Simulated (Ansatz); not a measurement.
Rows from a G0W0 calculation on SiO2 (Fddd) (Ansatz 0.2.0; G0W0 on LDA, plane waves, PAW; 4×4×4 mesh, 417 empty bands, screening to 108 eV, hard PAW files), in eV. Spin-orbit coupling is left out.

```
row  k  band  start       Σx  Σc at the solution      Vxc
  A  Γ    v3  1.026  -26.586               4.271  -20.721
  B  Γ    v2  1.428  -26.923               4.212  -21.196
  C  Γ    c3  9.575   -5.477              -3.866  -11.188
  D  Γ    v1  1.466  -26.592               4.216  -20.834
  E  Γ    c2  9.525   -5.992              -3.897  -11.757
  F  Γ    c1  7.003   -6.969              -3.311  -11.755
```

Q: Give the quasiparticle energies and the shift of each level.

The quasiparticle equation reads E = start + Σx + Σc(E) − Vxc.

```
row  E (eV)  shift (eV)
  A  -0.568      −1.594
  B  -0.087      −1.515
  C  11.418      +1.844
  D  -0.075      −1.541
  E  11.392      +1.867
  F   8.479      +1.476
```

The gap over the computed points goes from 5.54 eV to 8.55 eV.

Limits: not at the basis limit.

[Paths, hosts, dates, memory and timing lines, banners, echoed tables and standing remarks are left out of the program output.]

[Logs are printed without paths, hosts, clocks, repeated set-up lines and the standing remarks that a program may print on its own settings, such as how far it seeks lower states.]

[Runs of the session that timed out or met a known fault of the program may be left out.]

[Cells called generated may have been cut or substituted from an entry of the Crystallography Open Database or the Materials Project.]

[Hosts, paths, dates, database ids (printed as entryN), source tags and the programs' standing remarks are cut or masked in the printed files.]
